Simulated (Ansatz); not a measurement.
# TiC (model cell, started as wurtzite): from the cell to its phonons, part 2 of 2

Aim: the vibrations of TiC (model cell, started as wurtzite), their spectra, and whether the structure is stable.

Ansatz 0.2.0; DFT PBEsol, scalar-relativistic, plane waves, PAW.

So far. Step 4 (Relaxing to small forces for the phonons): The forces vanish by symmetry and the pressure is 0.002 GPa, within the tolerances set. The cell now holds 11.81 Å³/atom. Within 0.01 Å the structure now has space group P6_3/mmc, not the P6_3mc of the start. Step 5 (Zone-centre response): Before it was imposed, the acoustic sum rule was missed by 1.3e-5 eV/Å². The relaxed cell has a = 3.583, c = 4.250 Å (conventional setting).

The structure was built from a prototype and need not be the compound's stable phase.

### 6. Response at finite wavevector

Stability and thermal properties need the whole zone. Linear response on a 3×3×2 q mesh gives force constants as far as a supercell of that size would.

The input, input.yaml:

```yaml
crystal:
  lattice:
    - [3.5825176278, 0.0, 0.0]
    - [-1.7912588139, 3.1025512751, 0.0]
    - [0.0, 0.0, 4.2497267574]
  atoms:
    - { symbol: Ti, position: [0.3333333333, 0.6666666667, -0.0625] }
    - { symbol: Ti, position: [0.6666666667, 0.3333333333, 0.4375] }
    - { symbol: C, position: [0.3333333333, 0.6666666667, 0.4375] }
    - { symbol: C, position: [0.6666666667, 0.3333333333, 0.9375] }
kpoints:
  mp_grid: { grid: [12, 12, 10] }
hamiltonian:
  xc: pbesol
scf:
  occupations: { method: methfessel_paxton, width: 0.15 }
output:
  eigenvalues: true
phonons:
  method: dfpt
  qmesh: [3, 3, 2]
  temperatures: { t_max: 1000, t_step: 50 }
  qpath:
    path:
      - [[0.0, 0.0, 0.0], [0.5, 0.0, 0.0], [0.33333333, 0.33333333, 0.0], [0.0, 0.0, 0.0], [0.0, 0.0, 0.5], [0.5, 0.0, 0.5], [0.33333333, 0.33333333, 0.5], [0.0, 0.0, 0.5]]
      - [[0.5, 0.0, 0.5], [0.5, 0.0, 0.0]]
      - [[0.33333333, 0.33333333, 0.5], [0.33333333, 0.33333333, 0.0]]
    npoints: 10
```

Started as:

```sh
> ansatz run input.yaml --threads 4 --pin off --max-ram 7168MiB --backend cpu --events-out ev --progress --plain --runs-dir out
```

Numbers of over 12 decimals in the logs are rounded to 6 here.

Output:

```text
Warning: phonons: the dynamical matrix that this run interpolates holds no multipole term above the dipole-dipole one, and a site of this crystal is no centre of inversion, so its interpolated transverse optical and acoustic branches and sound speeds can stay off near Gamma, and the density of states and the thermodynamics with them. What a run solves at a wave vector of phonons.qpoints, Gamma apart, where the deck admits one, is free of this, and under fd what a larger phonons.supercell samples
[...]
Crystal: 4 atoms, lattice volume = 47.235 Å³
Basis set: ecut = 420 eV, 909 PW (Γ), exchange–correlation on 48×48×64 points (8 copies of the dense FFT grid, shifted against one another)
Bands: 20, of which v1, the nominal top of the filled ones, is band 16 counted from 1 (15 counted from 0)
Symmetry: 24 space group operations
k-points: 114 of 1440
[...]
SCF iter   1: F=—  HF=-5443.655313 eV  |F-HF|=—  |Δ(HF+E_count)|=         —  Δρ=1.26e-2  dr2=7.30e-2  ethr=1.77e-3  ⟨swp⟩=4.1  Hψ=9470  notcnv=0
[...]
SCF iter  10: F=-5443.634776 eV  HF=-5443.634776 eV  |F-HF|=9.09e-13  |Δ(HF+E_count)|=  7.28e-12  S|Δr|=    0.00e0  Δρ=4.14e-8  dr2=6.25e-13  ethr=1.00e-12  ⟨swp⟩=5.0  Hψ=8678  notcnv=0
[...]
SCF 1 converged in 10 iterations: F = -5443.634776 eV  dr2 = 6.25e-13
[...]
SCF iter   3: F=-5443.634776 eV  HF=-5443.634776 eV  |F-HF|=0.00e0  |Δ(HF+E_count)|=  9.09e-13  S|Δr|=    0.00e0  Δρ=1.06e-7  dr2=2.84e-12  ethr=1.00e-12  ⟨swp⟩=1.0  Hψ=5016  notcnv=0
SCF 2 converged in 3 iterations: F = -5443.634776 eV  dr2 = 2.84e-12
phonons: the bands overlap, so this run is a metal and interpolates without the dipole-dipole term. If the crystal is really an insulator or semiconductor, its LO-TO splitting is missing
NSCF: frozen V_eff on 114 k-points
[...]
DFPT response loops at q = (0, 0, 0) (fractional): preconditioner auto → Kerker (q_TF=auto, 2.557 Å⁻¹) (partly filled bands, converged f_vac=0.000); β = 1.00, the filter's whole step (`scf.mixing.beta` (0.50) is not read by the response loops under this deck's `scf.mixing.preconditioner`; to damp them name `kerker` or `kerker_dos`, under which they read `scf.mixing.beta`, and type it under 1.00, their step now; both keys bind the ground state too); Broyden in place of MSR1
[...]
SCF converged after 10 iterations
[...]
Free energy (F): -5443.634776 eV
[...]
Internal energy: -5443.633734 eV  (E = F + TS)
E sigma→0 (E₀):  -5443.634516 eV
Entropy (-TS):   -0.001042 eV (-0.260 meV/atom)
Fermi energy:    11.756692 eV
[...]
--- Band table (eV; the first three rows and the last of 114) ---
  k-point 0: bands = [... 12 lower, 9.2533, 9.2533, 9.3764, 12.5537, 12.5537, 13.6653, 13.9401, 14.8781]
  k-point 1: bands = [... 12 lower, 9.1928, 9.1928, 9.2262, 12.6649, 12.6979, 12.6979, 14.7430, 14.9184]
  k-point 2: bands = [... 12 lower, 9.0383, 9.0520, 9.0520, 11.4940, 13.0789, 13.0789, 14.9992, 14.9992]
  k-point 113: bands = [... 12 lower, 9.1874, 9.1874, 10.1061, 10.1061, 12.7465, 12.7465, 15.2503, 15.2503]
--- Phonons (Γ-DFPT): 4 representative perturbations + reference (Σ response iterations 12) ---
  ASR residual: 1.363e-5 → 0.000e0 eV/Å²; symmetrization residual: 8.285e-7 eV/Å²
  ASR residual per site (eV/Å²): 1.36e-5 1.36e-5 4.23e-6 4.23e-6
[...]
--- Phonons (arbitrary-q DFPT): 6 irreducible q on the 3×3×2 mesh ---
  q = [0.0000, 0.0000, 0.0000] (star 1, of the zone-centre solve; hermiticity 1.01e-7, symmetrization 2.17e-13): -0.00 -0.00 0.00 276.39 316.08 316.08 391.48 576.81 576.81 591.21 613.05 613.05
  q = [0.0000, 0.0000, -0.5000] (star 1, 4 solved perturbations in 744 linear systems a pass and spin channel, the states on 258 of 1440 k-point pairs; hermiticity 1.79e-7, symmetrization 1.57e-11): 215.68 215.68 215.68 215.68 338.18 338.18 590.04 590.04 590.04 590.04 644.86 644.86
  q = [0.0000, 0.3333, 0.0000] (star 6, 6 solved perturbations on 468 of 1440 k-point pairs; hermiticity 2.08e-7, symmetrization 9.79e-8): 80.89 193.95 261.38 335.75 358.60 359.63 487.35 565.86 571.87 584.69 627.11 667.33
[...]
sum rule: each row above includes the acoustic sum rule's correction from the zone centre's row sums; it moved no ω² by more than (0.31 cm⁻¹)²
  mesh force constants: q→R imaginary residual 0.00e0; ASR residual 1.363e-5 → 0.000e0 eV/Å²; symmetrization residual 1.066e-14 eV/Å²
  interpolated dispersion: 93 rows × 12 modes
  density of states and harmonic sums: on the 21×21×16 q-mesh, interpolated from the force constants of a 3×3×2 supercell (no non-analytic term)
  largest difference from the sums on the solved wave vectors: F 2.64e-2 eV, S 4.07e-5 and C_V 1.43e-5 eV/K
  zero-point energy: 0.328113 eV/cell   skipped modes (ω ≤ 0): 3   left out of the sums: 3.54e-5 of the cell's modes: C_V's classical limit lies that fraction below 3 k_B per atom; for a crystal, a wire or a layer, F and S can be off by more, and a phonons.interpolated_qmesh denser along its periods is the remedy for the sampling
```

Wall time 3.2 min (4 threads of Arm Neoverse V2, shared host); peak memory 1.4 GiB; 12 min of CPU time.

This step gave:

```yaml
sum_rule_residual_before_enforcement: 1.36e-5 eV/Å²
lowest_frequency_on_the_path: 0 cm⁻¹
highest_frequency_on_the_path_or_at_a_solved_wavevector: 708.4 cm⁻¹
mean_frequency: 441.1 cm⁻¹
debye_temperature_second_moment: 880 K
logarithmic_mean_frequency: 398 cm⁻¹
lowest_mode_on_the_q_mesh_acoustic_modes_at_gamma_apart: 80.89 cm⁻¹
zero_point_energy_per_atom: 82.03 meV
heat_capacity_at_300_k: 17.17 J/(mol atoms K)
vibrational_entropy_at_300_k: 13.38 J/(mol atoms K)
```

Frequencies (cm⁻¹) solved at each irreducible wavevector; negative means imaginary. Frequencies by wavevector, by row:

| q in reciprocal lattice units | star | mode 1 | mode 2 | mode 3 | mode 4 | mode 10 | mode 11 | mode 12 |
| --- | --- | --- | --- | --- | --- | --- | --- | --- |
| 0 0 0 | 1 | 0 | 0 | 0 | 276.4 | 591.2 | 613 | 613 |
| 0 0 -0.5 | 1 | 215.7 | 215.7 | 215.7 | 215.7 | 590 | 644.9 | 644.9 |
| 0 0.3333 0 | 6 | 80.9 | 193.9 | 261.4 | 335.8 | 584.7 | 627.1 | 667.3 |
| 0 0.3333 -0.5 | 6 | 242.4 | 242.4 | 249.5 | 249.5 | 576.9 | 697.7 | 697.7 |
| 0.3333 0.3333 0 | 2 | 203.8 | 295.1 | 295.1 | 334.6 | 610.4 | 645.6 | 645.6 |
| 0.3333 0.3333 -0.5 | 2 | 257 | 257 | 293.2 | 293.2 | 584.9 | 702.4 | 702.4 |

Interpolated from a 3×3×2 q mesh, rough between the solved points. Phonon branches along the path, in cm⁻¹:

| point | branch 1 | branch 2 | branch 3 | branch 4 | branch 9 | branch 10 | branch 11 | branch 12 |
| --- | --- | --- | --- | --- | --- | --- | --- | --- |
| Γ | 0 | 0 | 0 | 276 | 577 | 591 | 613 | 613 |
| halfway | 56 | 151 | 202 | 328 | 580 | 595 | 613 | 653 |
| M | 106 | 243 | 328 | 335 | 551 | 578 | 640 | 677 |
| halfway | 161 | 258 | 325 | 325 | 552 | 592 | 642 | 665 |
| K | 204 | 295 | 295 | 335 | 550 | 610 | 646 | 646 |
| halfway | 98 | 172 | 221 | 334 | 580 | 580 | 624 | 656 |
| Γ | 0 | 0 | 0 | 276 | 577 | 591 | 613 | 613 |
| halfway | 111 | 111 | 201 | 290 | 579 | 606 | 606 | 637 |
| A | 216 | 216 | 216 | 216 | 590 | 590 | 645 | 645 |
| halfway | 232 | 232 | 235 | 235 | 583 | 583 | 684 | 684 |
| L | 255 | 255 | 266 | 266 | 569 | 569 | 708 | 708 |
| halfway | 255 | 255 | 280 | 280 | 580 | 580 | 705 | 705 |
| H | 257 | 257 | 293 | 293 | 585 | 585 | 702 | 702 |
| halfway | 236 | 236 | 244 | 244 | 584 | 584 | 690 | 690 |
| A | 216 | 216 | 216 | 216 | 590 | 590 | 645 | 645 |
| jump to L | 255 | 255 | 266 | 266 | 569 | 569 | 708 | 708 |
| halfway | 163 | 248 | 295 | 323 | 564 | 576 | 671 | 690 |
| M | 106 | 243 | 328 | 335 | 551 | 578 | 640 | 677 |
| jump to H | 257 | 257 | 293 | 293 | 585 | 585 | 702 | 702 |
| halfway | 232 | 265 | 265 | 345 | 550 | 605 | 672 | 672 |
| K | 204 | 295 | 295 | 335 | 550 | 610 | 646 | 646 |

Tetrahedra on a 21×21×16 mesh, mean over bins of 10 cm-1. Interpolated from a 3×3×2 q mesh, rough between the solved points. Phonon density of states against wavenumber; read off at these points:

| wavenumber (cm⁻¹) | phonon density of states (1/cm⁻¹/cell) |
| --- | --- |
| 5 | 3.0e-5 |
| 25 | 5.0e-4 |
| 45 | 0.00126 |
| 65 | 0.00222 |
| 85 | 0.00347 |
| 95 | 0.00427 |
| 115 | 0.00653 |
| 135 | 0.00783 |
| 155 | 0.00932 |
| 175 | 0.0111 |
| 195 | 0.0132 |
| 215 | 0.0153 |
| 235 | 0.0201 |
| 255 | 0.0268 |
| 265 | 0.0190 |
| 285 | 0.0224 |
| 305 | 0.0257 |
| 325 | 0.0296 |
| 335 | 0.0297 |
| 345 | 0.0234 |
| 365 | 0.0157 |
| 385 | 0.0186 |
| 395 | 0.0239 |
| 405 | 0.0202 |
| 425 | 0.0189 |
| 445 | 0.00122 |
| 455 | 0.00138 |
| 475 | 0.00187 |
| 495 | 0.00267 |
| 515 | 0.00418 |
| 535 | 0.0117 |
| 555 | 0.0609 |
| 575 | 0.0802 |
| 585 | 0.0839 |
| 595 | 0.0279 |
| 615 | 0.00687 |
| 625 | 0.00866 |
| 645 | 0.0214 |
| 665 | 0.0307 |
| 685 | 0.0238 |
| 705 | 0.0159 |

The partial phonon density of states has structure finer than the step of the table below, so its rows give means over 25 cm⁻¹, whole bins alone (the curve runs from -10 to 740 cm⁻¹). Peaks (cm⁻¹: height): C 579.4: 0.0830, 669.0: 0.0284; Ti 324.8: 0.0291, 395.5: 0.0223, 579.4: 0.00707.

Phonopy on the run's constants, 19x19x13 mesh, Gaussian sigma 5.4 cm-1. Interpolated from a 3×3×2 q mesh, rough between the solved points. The partial phonon density of states by wavenumber; means over each step; values in 1/cm⁻¹/cell:

| wavenumber (cm⁻¹) | C | Ti |
| --- | --- | --- |
| 25 | 1.1e-4 | 4.3e-4 |
| 50 | 3.0e-4 | 0.00120 |
| 75 | 6.0e-4 | 0.00243 |
| 100 | 9.6e-4 | 0.00399 |
| 125 | 0.00128 | 0.00568 |
| 150 | 0.00152 | 0.00747 |
| 175 | 0.00170 | 0.00950 |
| 200 | 0.00178 | 0.0119 |
| 225 | 0.00179 | 0.0155 |
| 250 | 0.00173 | 0.0227 |
| 275 | 0.00130 | 0.0210 |
| 300 | 0.00138 | 0.0228 |
| 325 | 0.00149 | 0.0275 |
| 350 | 9.8e-4 | 0.0187 |
| 375 | 9.4e-4 | 0.0151 |
| 400 | 0.00112 | 0.0201 |
| 425 | 0.00106 | 0.0154 |
| 450 | 0.00117 | 0.00133 |
| 475 | 0.00171 | 2.4e-4 |
| 500 | 0.00249 | 3.3e-4 |
| 525 | 0.00695 | 8.3e-4 |
| 550 | 0.0414 | 0.00358 |
| 575 | 0.0680 | 0.00587 |
| 600 | 0.0237 | 0.00255 |
| 625 | 0.00931 | 8.1e-4 |
| 650 | 0.0206 | 0.00128 |
| 675 | 0.0263 | 0.00116 |
| 700 | 0.0179 | 3.4e-4 |
| 725 | 5.2e-4 | 4.5e-6 |

Harmonic thermodynamic functions per atom, from the density of states. Interpolated from a 3×3×2 q mesh, rough between the solved points. Thermodynamic functions, by row:

| T (K) | F_vib (meV/atom) | S (J/mol-atom/K) | C_V (J/mol-atom/K) |
| --- | --- | --- | --- |
| 0 | 82.03 | 0 | 0 |
| 50 | 81.98 | 0.362 | 0.93 |
| 100 | 81.43 | 1.952 | 4.321 |
| 200 | 76.72 | 7.415 | 12.09 |
| 300 | 65.92 | 13.38 | 17.17 |
| 400 | 49.21 | 18.74 | 19.96 |
| 500 | 27.33 | 23.37 | 21.54 |
| 600 | 0.97 | 27.39 | 22.49 |
| 700 | -29.28 | 30.91 | 23.1 |
| 800 | -62.95 | 34.02 | 23.51 |
| 900 | -99.68 | 36.81 | 23.8 |
| 1000 | -139.2 | 39.33 | 24.01 |

Harmonic mean-square displacement, third of the trace. Interpolated from a 3×3×2 q mesh, rough between the solved points. Mean square displacements, by row:

| T (K) | Ti1 U_eq (Å²) | Ti2 U_eq (Å²) | C3 U_eq (Å²) | C4 U_eq (Å²) |
| --- | --- | --- | --- | --- |
| 0 | 0.00137 | 0.00137 | 0.00279 | 0.00279 |
| 100 | 0.00188 | 0.00188 | 0.00326 | 0.00326 |
| 300 | 0.00394 | 0.00394 | 0.00512 | 0.00512 |
| 600 | 0.00747 | 0.00747 | 0.00878 | 0.00878 |

Symmetry leaves 6 wavevectors to solve. The lowest mode among them, the acoustic zeros apart, lies at q = (0, 0.333, 0) and is real, 80.9 cm⁻¹.

### 7. Another isotope, element C, natural mass 12.011 amu

An isotope changes the mass and not the force constants, so no new electronic calculation is needed; the shifts show which modes move this element.

The same force constants with the mass of C changed from 12.011 to 13.003 u (phonopy, no LO-TO term). Both lists are sorted by frequency; levels can cross, so a row need not hold one and the same mode. Modes under 3 cm⁻¹ are left out. Isotope shifts, by row, the first 40 of 45 rows:

| q | rank | natural mass (cm⁻¹) | changed mass (cm⁻¹) |
| --- | --- | --- | --- |
| 0 0 0 | 4 | 276.4 | 267.8 |
| 0 0 0 | 5 | 316.1 | 315.4 |
| 0 0 0 | 6 | 316.1 | 315.4 |
| 0 0 0 | 7 | 391.5 | 391.4 |
| 0 0 0 | 8 | 576.8 | 555.5 |
| 0 0 0 | 9 | 576.8 | 555.5 |
| 0 0 0 | 10 | 591.2 | 568.3 |
| 0 0 0 | 11 | 613 | 594 |
| 0 0 0 | 12 | 613 | 594 |
| 0 0 -0.5 | 1 | 215.7 | 214.4 |
| 0 0 -0.5 | 2 | 215.7 | 214.4 |
| 0 0 -0.5 | 3 | 215.7 | 214.4 |
| 0 0 -0.5 | 4 | 215.7 | 214.4 |
| 0 0 -0.5 | 5 | 338.2 | 337.4 |
| 0 0 -0.5 | 6 | 338.2 | 337.4 |
| 0 0 -0.5 | 7 | 590 | 570.4 |
| 0 0 -0.5 | 8 | 590 | 570.4 |
| 0 0 -0.5 | 9 | 590 | 570.4 |
| 0 0 -0.5 | 10 | 590 | 570.4 |
| 0 0 -0.5 | 11 | 644.9 | 621.2 |
| 0 0 -0.5 | 12 | 644.9 | 621.2 |
| 0 0.3333 0 | 1 | 80.89 | 80.18 |
| 0 0.3333 0 | 2 | 193.9 | 192.9 |
| 0 0.3333 0 | 3 | 261.4 | 260.2 |
| 0 0.3333 0 | 4 | 335.8 | 335.2 |
| 0 0.3333 0 | 5 | 358.6 | 358.5 |
| 0 0.3333 0 | 6 | 359.6 | 359.2 |
| 0 0.3333 0 | 7 | 487.4 | 470.9 |
| 0 0.3333 0 | 8 | 565.9 | 547.3 |
| 0 0.3333 0 | 9 | 571.9 | 550.3 |
| 0 0.3333 0 | 10 | 584.7 | 564.2 |
| 0 0.3333 0 | 11 | 627.1 | 603.4 |
| 0 0.3333 0 | 12 | 667.3 | 643.6 |
| 0 0.3333 -0.5 | 1 | 242.4 | 241.1 |
| 0 0.3333 -0.5 | 2 | 242.4 | 241.1 |
| 0 0.3333 -0.5 | 3 | 249.5 | 249 |
| 0 0.3333 -0.5 | 4 | 249.5 | 249 |
| 0 0.3333 -0.5 | 5 | 407.3 | 406.6 |
| 0 0.3333 -0.5 | 6 | 407.3 | 406.6 |
| 0 0.3333 -0.5 | 7 | 569.3 | 548.3 |

A mode of this element alone would shift by -3.89 %. The highest zone-centre frequency without the field goes from 613.0 to 594.0 cm⁻¹ (-3.1 %). The product of the frequency ratios over all optical modes at Γ is 0.808; the product rule, (m/m′)^(3k/2) (M′/M)^(3/2) with k = 2 such atoms and M the mass of the cell, gives 0.808.

### 8. Isotope substitution, element Ti, natural mass 47.867 amu

The same for Ti, from 47.87 to 49.94 u.

The same force constants with the mass of Ti changed from 47.867 to 49.945 u (phonopy, no LO-TO term). Both lists are sorted by frequency; levels can cross, so a row need not hold one and the same mode. Modes under 3 cm⁻¹ are left out. Isotope shifts, by row, the first 40 of 45 rows:

| q | rank | natural mass (cm⁻¹) | changed mass (cm⁻¹) |
| --- | --- | --- | --- |
| 0 0 0 | 4 | 276.4 | 275.2 |
| 0 0 0 | 5 | 316.1 | 309.7 |
| 0 0 0 | 6 | 316.1 | 309.7 |
| 0 0 0 | 7 | 391.5 | 383.3 |
| 0 0 0 | 8 | 576.8 | 576.2 |
| 0 0 0 | 9 | 576.8 | 576.2 |
| 0 0 0 | 10 | 591.2 | 591.2 |
| 0 0 0 | 11 | 613 | 610.5 |
| 0 0 0 | 12 | 613 | 610.5 |
| 0 0 -0.5 | 1 | 215.7 | 211.8 |
| 0 0 -0.5 | 2 | 215.7 | 211.8 |
| 0 0 -0.5 | 3 | 215.7 | 211.8 |
| 0 0 -0.5 | 4 | 215.7 | 211.8 |
| 0 0 -0.5 | 5 | 338.2 | 331.4 |
| 0 0 -0.5 | 6 | 338.2 | 331.4 |
| 0 0 -0.5 | 7 | 590 | 588.3 |
| 0 0 -0.5 | 8 | 590 | 588.3 |
| 0 0 -0.5 | 9 | 590 | 588.3 |
| 0 0 -0.5 | 10 | 590 | 588.3 |
| 0 0 -0.5 | 11 | 644.9 | 644.1 |
| 0 0 -0.5 | 12 | 644.9 | 644.1 |
| 0 0.3333 0 | 1 | 80.89 | 79.55 |
| 0 0.3333 0 | 2 | 193.9 | 190.4 |
| 0 0.3333 0 | 3 | 261.4 | 256.4 |
| 0 0.3333 0 | 4 | 335.8 | 328.9 |
| 0 0.3333 0 | 5 | 358.6 | 351.1 |
| 0 0.3333 0 | 6 | 359.6 | 352.2 |
| 0 0.3333 0 | 7 | 487.4 | 486 |
| 0 0.3333 0 | 8 | 565.9 | 563.9 |
| 0 0.3333 0 | 9 | 571.9 | 571.6 |
| 0 0.3333 0 | 10 | 584.7 | 583.6 |
| 0 0.3333 0 | 11 | 627.1 | 626.7 |
| 0 0.3333 0 | 12 | 667.3 | 666.2 |
| 0 0.3333 -0.5 | 1 | 242.4 | 238 |
| 0 0.3333 -0.5 | 2 | 242.4 | 238 |
| 0 0.3333 -0.5 | 3 | 249.5 | 244.4 |
| 0 0.3333 -0.5 | 4 | 249.5 | 244.4 |
| 0 0.3333 -0.5 | 5 | 407.3 | 399.1 |
| 0 0.3333 -0.5 | 6 | 407.3 | 399.1 |
| 0 0.3333 -0.5 | 7 | 569.3 | 568.8 |

A mode of this element alone would shift by -2.10 %. The highest zone-centre frequency without the field goes from 613.0 to 610.5 cm⁻¹ (-0.4 %). The product of the frequency ratios over all optical modes at Γ is 0.926; the product rule, (m/m′)^(3k/2) (M′/M)^(3/2) with k = 2 such atoms and M the mass of the cell, gives 0.927.

### 9. What came out

| Property | Result |
| --- | --- |
| space group after relaxation (within 0.01 Å) | P6_3/mmc |
| volume per atom | 11.8 Å³ |
| electronic character | no gap on this mesh |
| highest optical mode at the zone centre (no LO-TO term) | 613 cm⁻¹ |
| lowest optical zone-centre mode | 276 cm⁻¹ |
| lowest mode on the q mesh (acoustic modes at Γ apart) | 80.9 cm⁻¹ |
| highest frequency on the path or at a solved wavevector | 708 cm⁻¹ |
| zero-point energy per atom | 82.0 meV |
| heat capacity at 300 K | 17.2 J/(mol atoms K) |
| vibrational entropy at 300 K | 13.4 J/(mol atoms K) |
| Debye temperature (second moment) | 880 K |
| imaginary modes on the 3×3×2 q mesh | none |

In words: The structure is a minimum as far as tested: no mode is imaginary at the 6 irreducible wavevectors of the 3×3×2 mesh, and the softest away from the acoustic zeros lies at 81 cm⁻¹. The optical modes at Γ span 276 to 613 cm⁻¹. The highest mode in this list at Γ, 613.0 cm⁻¹, is mostly motion of C (80 % of the kinetic energy). The q mesh stands for a supercell only 8.5 Å across, so branches between the solved wavevectors are rough. The relaxed cell left the space group of the starting entry, even within 0.1 Å, so it may not be the phase that the entry, or a measurement on it, describes. With no gap, or one that is small against the smearing, the frequencies hang on the k mesh and the smearing, most of all near Kohn anomalies. The starting cell was built on a prototype and not taken from a measurement, so the phase need not exist. These are harmonic frequencies at zero temperature: anharmonic shifts, linewidths and thermal expansion are left out.

[Logs are printed without paths, hosts, clocks, repeated set-up lines and the standing remarks that a program may print on its own settings, such as how far it seeks lower states.]

[Hosts, paths, dates, database ids (printed as entryN), source tags and the programs' standing remarks are cut or masked in the printed files.]
